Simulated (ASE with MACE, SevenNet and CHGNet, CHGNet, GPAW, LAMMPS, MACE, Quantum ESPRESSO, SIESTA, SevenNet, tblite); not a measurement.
# Amorphous Zn25Hg15S40 (80 atoms) in machine-learned potentials

How do the settings of machine-learned potentials change the result for amorphous Zn25Hg15S40 (80 atoms)? A plane-wave run serves as the yardstick.

Program: ASE with MACE, SevenNet and CHGNet. Level of theory: the method is named at each step. Results are calculated unless marked as measured.

## Step 1: The structure

The cell holds 80 atoms: 25 Zn, 15 Hg and 40 S. Its edges and angles: a = 12.129 Å, b = 12.129 Å, c = 12.129 Å, α = 90.0°, β = 90.0°, γ = 90.0°. 80 atoms (25 Zn, 15 Hg, 40 S) placed at random at 5.51 g/cm³, melted at 2500 K for 10 ps at fixed volume with the Stillinger-Weber II-VI potential (Zhou et al., Phys. Rev. B 88, 085309 (2013)). Quenched from 2500 K to 300 K at 3 K/ps and fixed volume, held 5 ps, then minimised at fixed cell.

The yardstick, on the same geometry:

| Quantity | Value |
| --- | --- |
| method | Kohn-Sham DFT, PBE, SSSP efficiency 1.3.0 pseudopotentials, plane waves (Quantum ESPRESSO 7.5); sssp-pbe-1.3.0-efficiency, cutoffs 55/440 Ry, Γ point |
| r.m.s. force component | 0.3827 eV/Å |
| longest force | 1.455 eV/Å |
| pressure | -0.7577 GPa |
| time | 14 min on 4 MPI ranks of Arm Neoverse V2, shared host |
| CPU time | 56 min |

## Step 2: MACE MP-0b3 medium potential

Method: machine-learned interatomic potential MACE MP-0b3 medium, trained on PBE(+U) plane-wave data.

Contents of run.py:

```python
import numpy as np
from ase.io import read
import mlip  # loads the published weights by name

atoms = read("structure.xyz")
atoms.calc = mlip.calc("mace-mp-0b3-medium")
energy = atoms.get_potential_energy()
forces = atoms.get_forces()
print(f"energy {energy:.6f} eV")
print("forces (eV/A)")
for i, (a, f) in enumerate(zip(atoms, forces)):
    print(f"{i:4d} {a.symbol:2s} {f[0]:10.5f} {f[1]:10.5f} {f[2]:10.5f}")
stress = -atoms.get_stress(voigt=False) * 160.21766
print("stress (GPa, compression positive)")
for row in stress:
    print(" ".join(f"{x:10.4f}" for x in row))
```

Contents of structure.xyz:

```xyz
80
Lattice="12.12880 0.00000 0.00000 0.00000 12.12880 0.00000 0.00000 0.00000 12.12880" Properties=species:S:1:pos:R:3 pbc="T T T"
Zn 6.15100 9.94659 2.61024
Zn 9.43560 2.28834 8.97919
Zn 2.51479 4.76334 12.00496
Zn 0.97382 2.03606 10.79403
Zn 4.39293 10.46521 9.57314
Zn 4.56540 6.30479 9.17762
Zn 7.30408 4.50306 6.30115
Zn 4.38444 2.36633 9.47866
Zn 10.52865 7.33053 7.95213
Zn 10.82423 5.22218 11.07068
Zn 4.03149 0.76703 0.64331
Zn 9.55519 7.80986 4.36382
Zn 3.70050 12.05494 4.05793
Zn 1.12119 9.82396 7.09984
Zn 1.27716 4.74551 8.47160
Zn 1.31306 8.06589 10.49954
Zn 6.77903 1.99300 3.32014
Zn 0.87825 1.76620 2.51430
Zn 0.18933 10.44083 3.62469
Zn 9.63403 4.40057 2.56148
Zn 6.82585 8.37433 6.81347
Zn 0.34955 7.15866 1.77493
Zn 1.46079 1.09935 6.72724
Zn 10.90221 10.80482 9.89116
Zn 8.85245 7.73830 0.99214
Hg 7.59214 11.52721 11.11981
Hg 2.48859 10.69251 0.50905
Hg 0.55138 5.35778 4.67541
Hg 9.43233 11.50562 3.01182
Hg 6.99165 8.18633 10.38686
Hg 3.25622 4.12610 3.05888
Hg 9.72997 1.28699 0.39855
Hg 3.89140 3.48727 6.23990
Hg 10.65539 1.87123 5.26257
Hg 6.33487 6.33038 3.38491
Hg 3.26046 8.04709 3.89298
Hg 4.44605 8.00501 0.65956
Hg 9.66471 10.99621 6.53451
Hg 6.73076 0.41735 6.86684
Hg 6.63081 4.28850 0.03166
S 5.97246 2.70436 7.66819
S 6.56095 10.06181 8.53673
S 4.43041 4.44593 10.66413
S 1.82017 7.83096 5.98265
S 2.64650 6.37951 1.72180
S 11.64862 5.44207 7.04429
S 2.46639 10.31203 3.06398
S 12.05554 11.47579 5.75172
S 9.14924 8.54607 6.49449
S 9.47684 9.38599 11.40568
S 9.02977 12.01940 8.86943
S 2.25462 2.44856 0.67303
S 3.72318 8.26954 10.34793
S 6.65908 6.26562 7.91392
S 11.54031 3.40953 3.48363
S 4.67674 11.20362 5.99745
[... 20 atom lines left out ...]
S 7.75164 3.94477 9.83658
S 3.15130 5.66451 7.41725
S 0.84768 11.84608 10.71337
S 10.48486 6.02316 1.10518
```

Command:

```sh
> OMP_NUM_THREADS=1 python run.py > output.txt
```

The log of the run:

```text
energy -222.082223 eV
forces (eV/A)
   0 Zn    0.13696   -0.06849    0.50907
   1 Zn   -0.47787    0.47272   -0.15672
   2 Zn    0.17207   -0.04213   -0.18448
   3 Zn   -0.26345   -0.63400   -0.14704
   4 Zn    0.10680   -0.01813   -0.69416
   5 Zn    0.21433   -0.28974   -0.50572
   6 Zn    0.23531    0.08493    0.30328
   7 Zn    0.19981    0.13385   -0.21404
   8 Zn    0.11252   -0.14646    0.32559
   9 Zn   -0.46041    0.21023   -0.25255
  10 Zn   -0.08038   -0.21359   -0.12954
  11 Zn    0.18853   -0.27217   -0.07801
  12 Zn    0.32209   -0.26095    0.48599
  13 Zn    0.46336   -0.41724    0.13178
  14 Zn    0.16415    0.11354   -0.31015
  15 Zn   -0.50595    0.32114    0.42242
  16 Zn   -0.04652    0.07247   -0.02273
  17 Zn   -0.35685   -0.20416   -0.09138
  18 Zn    0.07114   -0.18001   -0.51431
  19 Zn   -0.16611    0.29633    0.08681
  20 Zn   -0.37799   -0.29873    0.39260
  21 Zn   -0.23178    0.65258   -0.30445
  22 Zn    0.45773   -0.26636    0.33115
  23 Zn    0.30793   -0.23673    0.27757
[...]
72 S    -0.03606   -0.01878   -0.42768
  73 S    -0.11218    0.04039    0.22679
  74 S    -0.17865    0.24513    0.07907
  75 S    -0.00410    0.04357   -0.55694
  76 S     0.46788   -0.26706   -0.04403
  77 S    -0.11632    0.05650   -0.53446
  78 S    -0.05409   -0.17734   -0.45545
  79 S    -0.17810   -0.10013    0.20592
stress (GPa, compression positive)
   -0.8542     0.9315    -0.3808
    0.9315    -1.9804    -0.2783
   -0.3808    -0.2783    -0.5723
```

The job ended after 7 s (1 thread of Arm Neoverse V2, shared host; peak memory 0.85 GiB).

Banners, paths, timers and routine set-up lines are dropped from the logs unmarked, and long logs keep their key lines alone; longer cuts are marked.

Numbers from this run, and their distance from the reference:

```yaml
r_m_s_force_component: 0.3693 eV/Å
r_m_s_difference_of_force_components: 123.6 meV/Å
longest_difference_of_force_vectors: 391.2 meV/Å
force_difference_over_r_m_s_force: 32.31 %
slope_of_forces_against_the_reference_s: 0.9134
correlation_of_force_components: 0.9466
pressure: -1.136 GPa
pressure_difference: -0.3779 GPa
```

Length of the force difference by element (eV/Å):

| element | atoms | mean | most |
| --- | --- | --- | --- |
| Hg | 15 | 0.24 | 0.39 |
| S | 40 | 0.21 | 0.37 |
| Zn | 25 | 0.15 | 0.38 |

The surroundings of Zn1, which has 3 bonded neighbours where the commonest count for Zn is 4, nearest first, numbered as they follow in the input and with coordinates relative to it.

| atom | x | y | z | distance (Å) | bonds | Fx | Fy | Fz (eV/Å) |
| --- | --- | --- | --- | --- | --- | --- | --- | --- |
| Zn1 | 0.00 | 0.00 | 0.00 | 0.00 | 3 | 0.14 | -0.07 | 0.51 |
| S64 | 2.32 | -0.74 | 0.18 | 2.44 | 4 | -0.44 | 0.08 | -0.37 |
| S73 | -0.71 | 2.37 | -0.10 | 2.47 | 4 | -0.04 | -0.02 | -0.43 |
| S72 | -0.51 | -1.29 | 2.05 | 2.48 | 4 | 0.13 | -0.53 | -0.60 |
| Hg37 | -1.70 | -1.94 | -1.95 | 3.24 | 3 | 0.14 | 0.79 | 0.35 |
| Zn13 | -2.45 | 2.11 | 1.45 | 3.54 | 4 | 0.32 | -0.26 | 0.49 |
| Hg29 | 3.28 | 1.56 | 0.40 | 3.65 | 3 | 0.55 | 0.21 | -0.52 |
| Hg36 | -2.89 | -1.90 | 1.28 | 3.69 | 4 | 0.05 | -0.24 | 0.53 |
| Hg35 | 0.18 | -3.62 | 0.77 | 3.70 | 4 | 0.07 | 0.52 | 0.48 |
| S47 | -3.68 | 0.37 | 0.45 | 3.73 | 4 | 0.01 | 0.67 | 0.01 |
| S59 | 0.53 | -3.24 | -1.79 | 3.74 | 5 | 0.24 | 0.28 | 0.02 |
| Zn25 | 2.70 | -2.21 | -1.62 | 3.85 | 4 | 0.53 | 0.34 | -0.29 |
| S56 | -1.47 | 1.26 | 3.39 | 3.90 | 2 | -0.28 | 0.05 | 0.38 |

Atoms are counted from 1 here, from 0 in the log.

Forces lie 32 % from the reference's, at 0.0021 times its CPU time (on 1 against 4 cores).

## Step 3: SevenNet l3i5 potential

Method: machine-learned interatomic potential SevenNet l3i5, trained on PBE(+U) plane-wave data.

run.py: that of step 2 with these lines changed.

```diff
@@ -5,3 +5,3 @@
 atoms = read("structure.xyz")
-atoms.calc = mlip.calc("mace-mp-0b3-medium")
+atoms.calc = mlip.calc("7net-l3i5")
 energy = atoms.get_potential_energy()
```

structure.xyz is that of step 2.

The log of the run:

```text
energy -221.541290 eV
forces (eV/A)
   0 Zn    0.03563   -0.07889    0.54825
   1 Zn   -0.38082    0.44666   -0.12415
   2 Zn    0.13296    0.03922   -0.19657
   3 Zn   -0.24505   -0.51970   -0.11530
   4 Zn    0.26777    0.07999   -0.63636
   5 Zn    0.27509   -0.28944   -0.52514
   6 Zn    0.26547    0.05107    0.43433
   7 Zn    0.27173    0.13004   -0.18462
   8 Zn    0.05563   -0.24676    0.16242
   9 Zn   -0.40472    0.19524   -0.26620
  10 Zn    0.06434   -0.16520   -0.19000
  11 Zn    0.20942   -0.27076    0.01296
  12 Zn    0.15316   -0.24409    0.48741
  13 Zn    0.46516   -0.29928    0.16862
  14 Zn    0.14358    0.19294   -0.20974
  15 Zn   -0.44617    0.29131    0.44898
  16 Zn   -0.01153    0.10973    0.03448
  17 Zn   -0.43715   -0.14012   -0.03847
  18 Zn    0.20343   -0.16927   -0.48806
  19 Zn   -0.21753    0.20429    0.05199
  20 Zn   -0.32298   -0.18762    0.48367
  21 Zn   -0.17835    0.63724   -0.31166
  22 Zn    0.61192   -0.28331    0.43085
  23 Zn    0.20369   -0.19439    0.39535
[...]
72 S    -0.02293   -0.01171   -0.39765
  73 S    -0.10840    0.00425    0.22919
  74 S    -0.28692    0.29096    0.00778
  75 S    -0.05340    0.04894   -0.65041
  76 S     0.53415   -0.26751   -0.13196
  77 S    -0.10843    0.03646   -0.44367
  78 S    -0.07555   -0.20876   -0.56192
  79 S    -0.15472   -0.09285    0.17545
stress (GPa, compression positive)
   -0.2010     1.0476    -0.2430
    1.0476    -1.1236    -0.3487
   -0.2430    -0.3487    -0.0054
```

Run time: 8.2 s. Hardware: 1 thread; peak memory 1.1 GiB.

Numbers from this run, and their distance from the reference:

| Quantity | Value |
| --- | --- |
| r.m.s. force component | 0.3693 eV/Å |
| r.m.s. difference of force components | 92.83 meV/Å |
| longest difference of force vectors | 353.1 meV/Å |
| force difference over r.m.s. force | 24.26 % |
| slope of forces against the reference's | 0.9362 |
| correlation of force components | 0.9701 |
| pressure | -0.4433 GPa |
| pressure difference | 0.3144 GPa |

Against the first run (32 %), the force difference from the reference is 24 %, at 1.2 times the CPU time.

## Step 4: CHGNet 0.3.0 potential

Method: machine-learned interatomic potential CHGNet 0.3.0, trained on PBE(+U) plane-wave data.

run.py: that of step 3 with these lines changed.

```diff
@@ -5,3 +5,3 @@
 atoms = read("structure.xyz")
-atoms.calc = mlip.calc("7net-l3i5")
+atoms.calc = mlip.calc("chgnet-0.3.0")
 energy = atoms.get_potential_energy()
```

structure.xyz is that of step 3.

The log of the run:

```text
CHGNet v0.3.0 initialized with 412,525 parameters
CHGNet will run on cpu
energy -246.543915 eV
forces (eV/A)
   0 Zn    0.26206    0.08322    0.65954
   1 Zn   -0.17882    0.49044   -0.15133
   2 Zn    0.09156    0.08452   -0.10026
   3 Zn   -0.16531   -0.54447   -0.25025
   4 Zn   -0.08558    0.09282   -0.57810
   5 Zn    0.20420   -0.25977   -0.44203
   6 Zn    0.36550    0.17401    0.43535
   7 Zn    0.18670    0.05254   -0.15894
   8 Zn    0.01606   -0.15335    0.10557
   9 Zn   -0.34750    0.20092   -0.18734
  10 Zn    0.16667    0.09561   -0.14197
  11 Zn    0.10869   -0.17906    0.02031
  12 Zn    0.15549   -0.13883    0.48544
  13 Zn    0.49704   -0.08794    0.11046
  14 Zn   -0.01273    0.20778   -0.33579
  15 Zn   -0.39566    0.18846    0.10685
  16 Zn    0.02279    0.07098    0.10948
  17 Zn   -0.19856   -0.12701   -0.01091
  18 Zn    0.00644   -0.13622   -0.25550
  19 Zn   -0.08368    0.19354    0.04677
  20 Zn   -0.14506   -0.23011    0.33998
  21 Zn   -0.24363    0.30983   -0.18629
  22 Zn    0.47972   -0.42414    0.38133
  23 Zn    0.33066   -0.19864    0.29946
[...]
72 S    -0.08056   -0.13906   -0.31600
  73 S    -0.22967    0.23292    0.18169
  74 S     0.00389    0.14404   -0.07233
  75 S    -0.08213    0.03380   -0.65036
  76 S     0.29046   -0.22779    0.17038
  77 S     0.01459   -0.10789   -0.15965
  78 S    -0.02334   -0.23964    0.10738
  79 S    -0.05639   -0.01741   -0.03442
stress (GPa, compression positive)
   -0.6129     0.7748    -0.1787
    0.7748    -1.0932     0.0199
   -0.1787     0.0199    -0.4867
```

Wall time 3 s (1 thread); peak memory 0.68 GiB.

Compared with the plane-wave run:

```
r.m.s. force component                  : 0.3115 eV/Å
r.m.s. difference of force components   : 220.4 meV/Å
longest difference of force vectors     : 798 meV/Å
force difference over r.m.s. force      : 57.58 %
slope of forces against the reference's : 0.6656
correlation of force components         : 0.8176
pressure                                : -0.7309 GPa
pressure difference                     : 0.0268 GPa
```

Against the first run (32 %), the force difference from the reference is 58 %, at 0.43 times the CPU time.

## Step 5: The ladder

Differences are against the plane-wave reference, forces as r.m.s. over components; share is that over the reference's r.m.s. force, slope the least-squares factor from reference forces to these. Total energies of different programs have different zeros and aren't compared.

| run | Δ force, r.m.s. (meV/Å) | share (%) | slope | Δ pressure (GPa) | cores | CPU time | memory (GiB) |
| --- | --- | --- | --- | --- | --- | --- | --- |
| reference | - | - | - | - | 4 | 56 min | 6.7 |
| MACE MP-0b3 medium potential | 124 | 32.3 | 0.913 | -0.378 | 1 | 7 s | 0.85 |
| SevenNet l3i5 potential | 92.8 | 24.3 | 0.936 | 0.314 | 1 | 8.2 s | 1.1 |
| CHGNet 0.3.0 potential | 220 | 57.6 | 0.666 | 0.0268 | 1 | 3 s | 0.68 |

Times of the machine-learned potentials are mostly Python's start and the loading of weights.

CPU time is summed over cores on a shared host, where runs went side by side, so it is rough. Symmetry, cutoffs, thresholds, outputs and thread counts weren't matched or tuned between programs; memory under MPI is the largest rank's times the ranks.

## Step 6: Results

```
nearest in forces : SevenNet l3i5 potential, 24 %
its CPU time      : 8.2 s
```

In words: Machine-learned potentials differ by 24 % (SevenNet l3i5 potential) to 58 % (CHGNet 0.3.0 potential); they were trained on other programs' data. Among those trained on PBE data the slope goes as low as 0.67, with a correlation of 0.82, so directions differ as well as sizes. The reference's pressure holds the uncorrected Pulay stress of its 55 Ry basis, so small pressure differences, and their order, may be the reference's own error. Machine-learned potentials mimic data converged in k, so the reference's own k-point error enters their differences. The quench rate of 3 K/ps is many orders above laboratory rates, so the cell is likely richer in defects and strain than a real sample. The network of bonds at the start is that of the classical potential that made the cell, and needn't be the one that DFT or experiment would give. The electronic-structure runs sample only Γ, in a cell whose shortest periodic width is 12 Å, which is coarse for a cell with partly filled levels. Spin–orbit coupling is left out, which matters for the levels of the heavy elements.

[Also dropped from logs without a mark: logging warnings of Python, and SIESTA's first energy breakdown and zero terms.]

[Logs are printed without paths, hosts, clocks, repeated set-up lines and the standing remarks that a program may print on its own settings, such as how far it seeks lower states.]

[Hosts, paths, dates, database ids (printed as entryN), source tags and the programs' standing remarks are cut or masked in the printed files.]
